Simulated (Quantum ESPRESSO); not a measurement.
**Li3TeBr (Pm-3m): phonons by linear response**

How does Li3TeBr (Pm-3m) vibrate, and is this structure a minimum?

Method: DFT LDA, scalar-relativistic, plane waves, PseudoDojo norm-conserving pseudopotentials, in Quantum ESPRESSO 7.5.

The structure was built from a prototype and need not be the compound's stable phase.

**1. Set-up**

It takes space group Pm-3m (No. 221, cubic). The conventional cell has a = 5.643 Å, b = 5.643 Å, c = 5.643 Å, α = 90.00°, β = 90.00°, γ = 90.00°. Nearest to Br lie 12 Li at 3.99 Å. Nearest to Te lie 6 Li at 2.82 Å. Li has 2 Te at 2.82 Å nearest. Farther neighbours and most contacts between anions are not listed.

Structure file:

```
Br Te Li
1.0
     5.64300    0.00000    0.00000
     0.00000    5.64300    0.00000
     0.00000    0.00000    5.64300
Br Te Li
1 1 3
Direct
  0.00000 0.00000 0.00000
  0.50000 0.50000 0.50000
  0.50000 0.50000 0.00000
  0.50000 0.00000 0.50000
  0.00000 0.50000 0.50000
```

**2. A first look**

Before anything dear is run, a loose run with smearing shows whether this is a metal and how far the cell is from rest.

The input, probe.in:

```
 &control
    calculation='scf',
    prefix='x',
    outdir='./tmp',
    pseudo_dir='./pseudo',
    tprnfor=.true.,
    tstress=.true.,
    verbosity='high',
 /
 &system
    ibrav=1,
    celldm(1)=10.66372452,
    nat=5,
    ntyp=3,
    ecutwfc=82.0,
    occupations='smearing',
    smearing='gaussian',
    degauss=0.01,
 /
 &electrons
    conv_thr=1.0d-07,
    mixing_beta=0.7,
    electron_maxstep=100,
 /
ATOMIC_SPECIES
 Br     79.9040  Br.upf
 Te    127.6000  Te.upf
 Li      6.9400  Li.upf
ATOMIC_POSITIONS crystal
 Br     0.000000000   0.000000000   0.000000000
 Te     0.500000000   0.500000000   0.500000000
 Li     0.500000000   0.500000000   0.000000000
 Li     0.500000000   0.000000000   0.500000000
 Li     0.000000000   0.500000000   0.500000000
K_POINTS automatic
 4 4 4 0 0 0
```

Launch:

```sh
$ OMP_NUM_THREADS=1 mpirun -n 4 pw.x -nk 4 -in probe.in > probe.out
```

Output:

```text
[banners, grids, parts of the stress and lines that vanish by symmetry left out]
Program PWSCF v.7.5
     bravais-lattice index     =            1
     lattice parameter (alat)  =      10.6637  a.u.
[...]
kinetic-energy cutoff     =      82.0000  Ry
     charge density cutoff     =     328.0000  Ry
     scf convergence threshold =      1.0E-07
[...]
Exchange-correlation= SLA  PW   NOGX NOGC
                           (   1   4   0   0   0   0   0)
[...]
48 Sym. Ops., with inversion, found
[...]
(     0          1          0      )
                  (     0          0          1      )
[...]
(  0.0000000  1.0000000  0.0000000 )
                  (  0.0000000  0.0000000  1.0000000 )
[...]
(     0         -1          0      )
                  (     0          0          1      )
[...]
( -1.0000000  0.0000000  0.0000000 )
                  (  0.0000000  1.0000000  0.0000000 )
[...]
number of k points=    10  Gaussian smearing, width (Ry)=  0.0100
[...]
End of self-consistent calculation
[...]
the Fermi energy is     1.3739 ev
!    total energy              =    -283.83146592 Ry
[...]
convergence has been achieved in   7 iterations
[...]
atom    1 type  1   force =     0.00000000    0.00000000    0.00000000
     atom    2 type  2   force =     0.00000000    0.00000000    0.00000000
     atom    3 type  3   force =     0.00000000    0.00000000    0.00000000
     atom    4 type  3   force =     0.00000000    0.00000000    0.00000000
     atom    5 type  3   force =     0.00000000    0.00000000    0.00000000
[...]
Total force =     0.000000     Total SCF correction =     0.000000
[...]
total   stress  (Ry/bohr**3)                   (kbar)     P=      -35.01
[...]
XML data file, charge density, pseudopotentials, collected wavefunctions

   JOB DONE.
```

Elapsed: 11 s, on 4 MPI ranks of Arm Neoverse V1, shared host.

Numbers from this step:

| Quantity | Value |
| --- | --- |
| volume per atom | 35.94 Å³ |
| pressure | -3.501 GPa |
| gap on the k-mesh | 2.524 eV |

A gap of 2.5 eV opens on this mesh, so the crystal is taken as an insulator; the start stands at -3.5 GPa.

**3. Relaxation**

The relaxation runs at a cutoff a fifth above that of the response, since stress converges more slowly with the basis than frequencies do. Forces and stress are brought to rest with tight thresholds.

The input, relax.in:

```
 &control
    calculation='vc-relax',
    prefix='x',
    outdir='./tmp',
    pseudo_dir='./pseudo',
    tprnfor=.true.,
    tstress=.true.,
    forc_conv_thr=2.0d-05,
    etot_conv_thr=1.0d-07,
    nstep=40,
 /
 &system
    ibrav=1,
    celldm(1)=10.66372452,
    nat=5,
    ntyp=3,
    ecutwfc=98,
    occupations='fixed',
    nbnd=18,
 /
 &electrons
    conv_thr=1.0d-11,
    mixing_beta=0.7,
    electron_maxstep=100,
 /
 &ions
 /
 &cell
    press_conv_thr=0.2,
 /
ATOMIC_SPECIES
 Br     79.9040  Br.upf
 Te    127.6000  Te.upf
 Li      6.9400  Li.upf
ATOMIC_POSITIONS crystal
 Br     0.000000000   0.000000000   0.000000000
 Te     0.500000000   0.500000000   0.500000000
 Li     0.500000000   0.500000000   0.000000000
 Li     0.500000000   0.000000000   0.500000000
 Li     0.000000000   0.500000000   0.500000000
K_POINTS automatic
 4 4 4 0 0 0
```

Launch:

```sh
$ OMP_NUM_THREADS=1 mpirun -n 4 pw.x -nk 4 -in relax.in > relax.out
```

Output:

```text
[banners, grids, parts of the stress and lines that vanish by symmetry left out]
[banner, memory and clock lines left out]
Program PWSCF v.7.5

[...]
kinetic-energy cutoff     =      98.0000  Ry
     charge density cutoff     =     392.0000  Ry
     scf convergence threshold =      1.0E-11
[...]
energy convergence thresh.=      1.0E-07
     force convergence thresh. =      2.0E-05
     press convergence thresh. =      2.0E-01
     Exchange-correlation= SLA  PW   NOGX NOGC
                           (   1   4   0   0   0   0   0)
[...]
48 Sym. Ops., with inversion, found
[...]
number of k points=    10
[...]
End of self-consistent calculation
[...]
highest occupied, lowest unoccupied level (ev):    -0.3647    2.1591
!    total energy              =    -283.83154198 Ry
[...]
convergence has been achieved in  12 iterations
[...]
atom    1 type  1   force =     0.00000000    0.00000000    0.00000000
     atom    2 type  2   force =     0.00000000    0.00000000    0.00000000
     atom    3 type  3   force =     0.00000000    0.00000000    0.00000000
     atom    4 type  3   force =     0.00000000    0.00000000    0.00000000
     atom    5 type  3   force =     0.00000000    0.00000000    0.00000000
     Total force =     0.000000     Total SCF correction =     0.000000
[...]
total   stress  (Ry/bohr**3)                   (kbar)     P=      -35.02
[...]
number of bfgs steps    =   0
[...]
CELL_PARAMETERS (alat= 10.66372452)
[...]
ATOMIC_POSITIONS (crystal)
Br               0.0000000000        0.0000000000        0.0000000000
Te               0.5000000000        0.5000000000        0.5000000000
Li               0.5000000000        0.5000000000        0.0000000000
Li               0.5000000000        0.0000000000        0.5000000000
[...]
New effective cutoffs (rho, wfc):  396.66   99.17
[...]
End of self-consistent calculation
[...]
highest occupied, lowest unoccupied level (ev):    -0.2813    2.2716
!    total energy              =    -283.83661354 Ry
[...]
convergence has been achieved in   9 iterations
[...]
atom    1 type  1   force =     0.00000000    0.00000000    0.00000000
     atom    2 type  2   force =     0.00000000    0.00000000    0.00000000
     atom    3 type  3   force =     0.00000000    0.00000000    0.00000000
     atom    4 type  3   force =     0.00000000    0.00000000    0.00000000
     atom    5 type  3   force =     0.00000000    0.00000000    0.00000000
     Total force =     0.000000     Total SCF correction =     0.000000
[...]
total   stress  (Ry/bohr**3)                   (kbar)     P=      -34.29
[...]
number of bfgs steps    =   1
[...]
WARNING: bfgs curvature condition failed, Theta= 0.827
[...]
CELL_PARAMETERS (alat= 10.66372452)
[...]
ATOMIC_POSITIONS (crystal)
[...]
New effective cutoffs (rho, wfc):  403.88  100.97
[...]
End of self-consistent calculation
[...]
highest occupied, lowest unoccupied level (ev):    -0.1508    2.4466
!    total energy              =    -283.84389032 Ry
[...]
convergence has been achieved in   8 iterations
[...]
atom    1 type  1   force =     0.00000000    0.00000000    0.00000000
     atom    2 type  2   force =     0.00000000    0.00000000    0.00000000
     atom    3 type  3   force =     0.00000000    0.00000000    0.00000000
[...]
total   stress  (Ry/bohr**3)                   (kbar)     P=      -13.49
[...]
number of bfgs steps    =   5
[...]
highest occupied, lowest unoccupied level (ev):     1.6932    4.7220
!    total energy              =    -283.88292317 Ry
[...]
convergence has been achieved in   9 iterations
[...]
Total force =     0.000000     Total SCF correction =     0.000000
[...]
total   stress  (Ry/bohr**3)                   (kbar)     P=        5.33
[...]
number of bfgs steps    =   6
[...]
highest occupied, lowest unoccupied level (ev):     1.4926    4.5540
!    total energy              =    -283.88329192 Ry
[...]
convergence has been achieved in  12 iterations
[...]
Total force =     0.000000     Total SCF correction =     0.000000
[...]
total   stress  (Ry/bohr**3)                   (kbar)     P=       -0.60
[...]
number of bfgs steps    =   7
[...]
New effective cutoffs (rho, wfc):  485.18  121.30
[...]
highest occupied, lowest unoccupied level (ev):     1.5128    4.5710
!    total energy              =    -283.88329711 Ry
[...]
convergence has been achieved in   8 iterations
[...]
Total force =     0.000000     Total SCF correction =     0.000000
[...]
total   stress  (Ry/bohr**3)                   (kbar)     P=       -0.02
[...]
number of bfgs steps    =   8
[...]
CELL_PARAMETERS (alat= 10.66372452)
[...]
ATOMIC_POSITIONS (crystal)
[...]
New effective cutoffs (rho, wfc):  485.21  121.30
[...]
End of self-consistent calculation
[...]
highest occupied, lowest unoccupied level (ev):     1.5136    4.5717
!    total energy              =    -283.88329712 Ry
[...]
convergence has been achieved in   5 iterations
[...]
atom    3 type  3   force =     0.00000000    0.00000000    0.00000000
     atom    4 type  3   force =     0.00000000    0.00000000    0.00000000
     atom    5 type  3   force =     0.00000000    0.00000000    0.00000000
     Total force =     0.000000     Total SCF correction =     0.000000
[...]
total   stress  (Ry/bohr**3)                   (kbar)     P=        0.00
[...]
bfgs converged in  10 scf cycles and   9 bfgs steps
[...]
End of BFGS Geometry Optimization
     Final enthalpy           =    -283.8832971159 Ry
     File ./tmp/x.bfgs deleted, as requested
[...]
CELL_PARAMETERS (alat= 10.66372452)
[...]
ATOMIC_POSITIONS (crystal)
[...]
Li               0.5000000000        0.0000000000        0.5000000000
Li               0.0000000000        0.5000000000        0.5000000000
[...]
Final scf calculation at the relaxed structure.
[...]
kinetic-energy cutoff     =      98.0000  Ry
     charge density cutoff     =     392.0000  Ry
     scf convergence threshold =      1.0E-13
[...]
press convergence thresh. =      2.0E-01
     Exchange-correlation= SLA  PW   NOGX NOGC
                           (   1   4   0   0   0   0   0)
[...]
48 Sym. Ops., with inversion, found
[...]
number of k points=    10
[...]
c_bands:  1 eigenvalues not converged
[...]
End of self-consistent calculation
[...]
highest occupied, lowest unoccupied level (ev):     1.5137    4.5717
!    total energy              =    -283.88318368 Ry
[...]
convergence has been achieved in  12 iterations
[...]
atom    1 type  1   force =     0.00000000    0.00000000    0.00000000
     atom    2 type  2   force =     0.00000000    0.00000000    0.00000000
     atom    3 type  3   force =     0.00000000    0.00000000    0.00000000
     atom    4 type  3   force =     0.00000000    0.00000000    0.00000000
     atom    5 type  3   force =     0.00000000    0.00000000    0.00000000
     Total force =     0.000000     Total SCF correction =     0.000000
[...]
total   stress  (Ry/bohr**3)                   (kbar)     P=       -0.04
[...]
XML data file, charge density, pseudopotentials, collected wavefunctions
```

Wall time 3.2 min (4 MPI ranks).

Relaxation path:

```csv
step,energy less that of the first step (eV),largest force (eV/Å),pressure (GPa),volume (Å³)
1,0.0000,0.0000,-3.50,179.69
2,-0.0690,0.0000,-3.43,176.50
3,-0.1680,0.0000,-3.30,171.79
4,-0.3052,0.0000,-3.05,164.88
5,-0.4809,0.0000,-2.54,154.86
6,-0.6586,0.0000,-1.35,140.62
7,-0.6991,0.0000,0.53,127.34
8,-0.7041,0.0000,-0.06,130.84
9,-0.7042,0.0000,0.00,130.48
10,-0.7042,0.0000,0.00,130.46
11,-0.7026,0.0000,0.00,130.46
```

```csv
"conventional cell, symmetrised",before,after,change
a (Å),5.643,5.072,-10.1 %
b (Å),5.643,5.072,-10.1 %
c (Å),5.643,5.072,-10.1 %
volume (Å³/atom),35.94,26.09,-27.4 %
```

The relaxed structure:

```xyz
5
Lattice="5.0718 0.0000 0.0000 0.0000 5.0718 0.0000 0.0000 0.0000 5.0718" Properties=species:S:1:pos:R:3 pbc="T T T"
Br    0.0000    0.0000    0.0000
Te    2.5359    2.5359    2.5359
Li    2.5359    2.5359    0.0000
Li    2.5359    0.0000    2.5359
Li    0.0000    2.5359    2.5359
```

The last row of the table of steps is pw.x's closing run on a basis chosen anew for the final cell, so its energy can jump.

Read from the output:

* volume per atom: 26.09 Å³
* pressure: -0.004 GPa
* gap on the k-mesh: 3.058 eV

The volume changes by -27.4 % from the cell with which this run began.

**4. Ground state**

Perturbation theory inherits every error of the wavefunctions, so the threshold is set near the limit of the arithmetic. With a gap, occupations are fixed, which also allows the response to an electric field.

The input, scf.in:

```
 &control
    calculation='scf',
    prefix='x',
    outdir='./tmp',
    pseudo_dir='./pseudo',
    tprnfor=.true.,
    tstress=.true.,
 /
 &system
    ibrav=1,
    celldm(1)=9.58428913,
    nat=5,
    ntyp=3,
    ecutwfc=82.0,
    occupations='fixed',
    nbnd=18,
 /
 &electrons
    conv_thr=1.0d-12,
    mixing_beta=0.7,
    electron_maxstep=100,
 /
ATOMIC_SPECIES
 Br     79.9040  Br.upf
 Te    127.6000  Te.upf
 Li      6.9400  Li.upf
ATOMIC_POSITIONS crystal
 Br     0.000000000   0.000000000   0.000000000
 Te     0.500000000   0.500000000   0.500000000
 Li     0.500000000   0.500000000   0.000000000
 Li     0.500000000   0.000000000   0.500000000
 Li     0.000000000   0.500000000   0.500000000
K_POINTS automatic
 4 4 4 0 0 0
```

Launch:

```sh
$ OMP_NUM_THREADS=1 mpirun -n 4 pw.x -nk 4 -in scf.in > scf.out
```

Output:

```text
[banners, grids, parts of the stress and lines that vanish by symmetry left out]
[banner, memory and clock lines left out]
Program PWSCF v.7.5

[...]
kinetic-energy cutoff     =      82.0000  Ry
     charge density cutoff     =     328.0000  Ry
     scf convergence threshold =      1.0E-12
[...]
Exchange-correlation= SLA  PW   NOGX NOGC
                           (   1   4   0   0   0   0   0)
[...]
48 Sym. Ops., with inversion, found
[...]
number of k points=    10
[...]
End of self-consistent calculation
[...]
highest occupied, lowest unoccupied level (ev):     1.5137    4.5717
!    total energy              =    -283.88310413 Ry
[...]
convergence has been achieved in  12 iterations
[...]
atom    1 type  1   force =     0.00000000    0.00000000    0.00000000
     atom    2 type  2   force =     0.00000000    0.00000000    0.00000000
     atom    3 type  3   force =     0.00000000    0.00000000    0.00000000
     atom    4 type  3   force =     0.00000000    0.00000000    0.00000000
     atom    5 type  3   force =     0.00000000    0.00000000    0.00000000
     Total force =     0.000000     Total SCF correction =     0.000000
[...]
total   stress  (Ry/bohr**3)                   (kbar)     P=       -0.04
[...]
XML data file, charge density, pseudopotentials, collected wavefunctions
```

The job ended after 13 s (4 MPI ranks).

The cell stands at -0.004 GPa, close enough for phonons.

(Part 1 of 3 ends here.)

[Host names and launcher messages were left out of these logs when they were recorded.]

[Logs are printed without paths, hosts, clocks, repeated set-up lines and the standing remarks that a program may print on its own settings, such as how far it seeks lower states.]

[Hosts, paths, dates, database ids (printed as entryN), source tags and the programs' standing remarks are cut or masked in the printed files.]
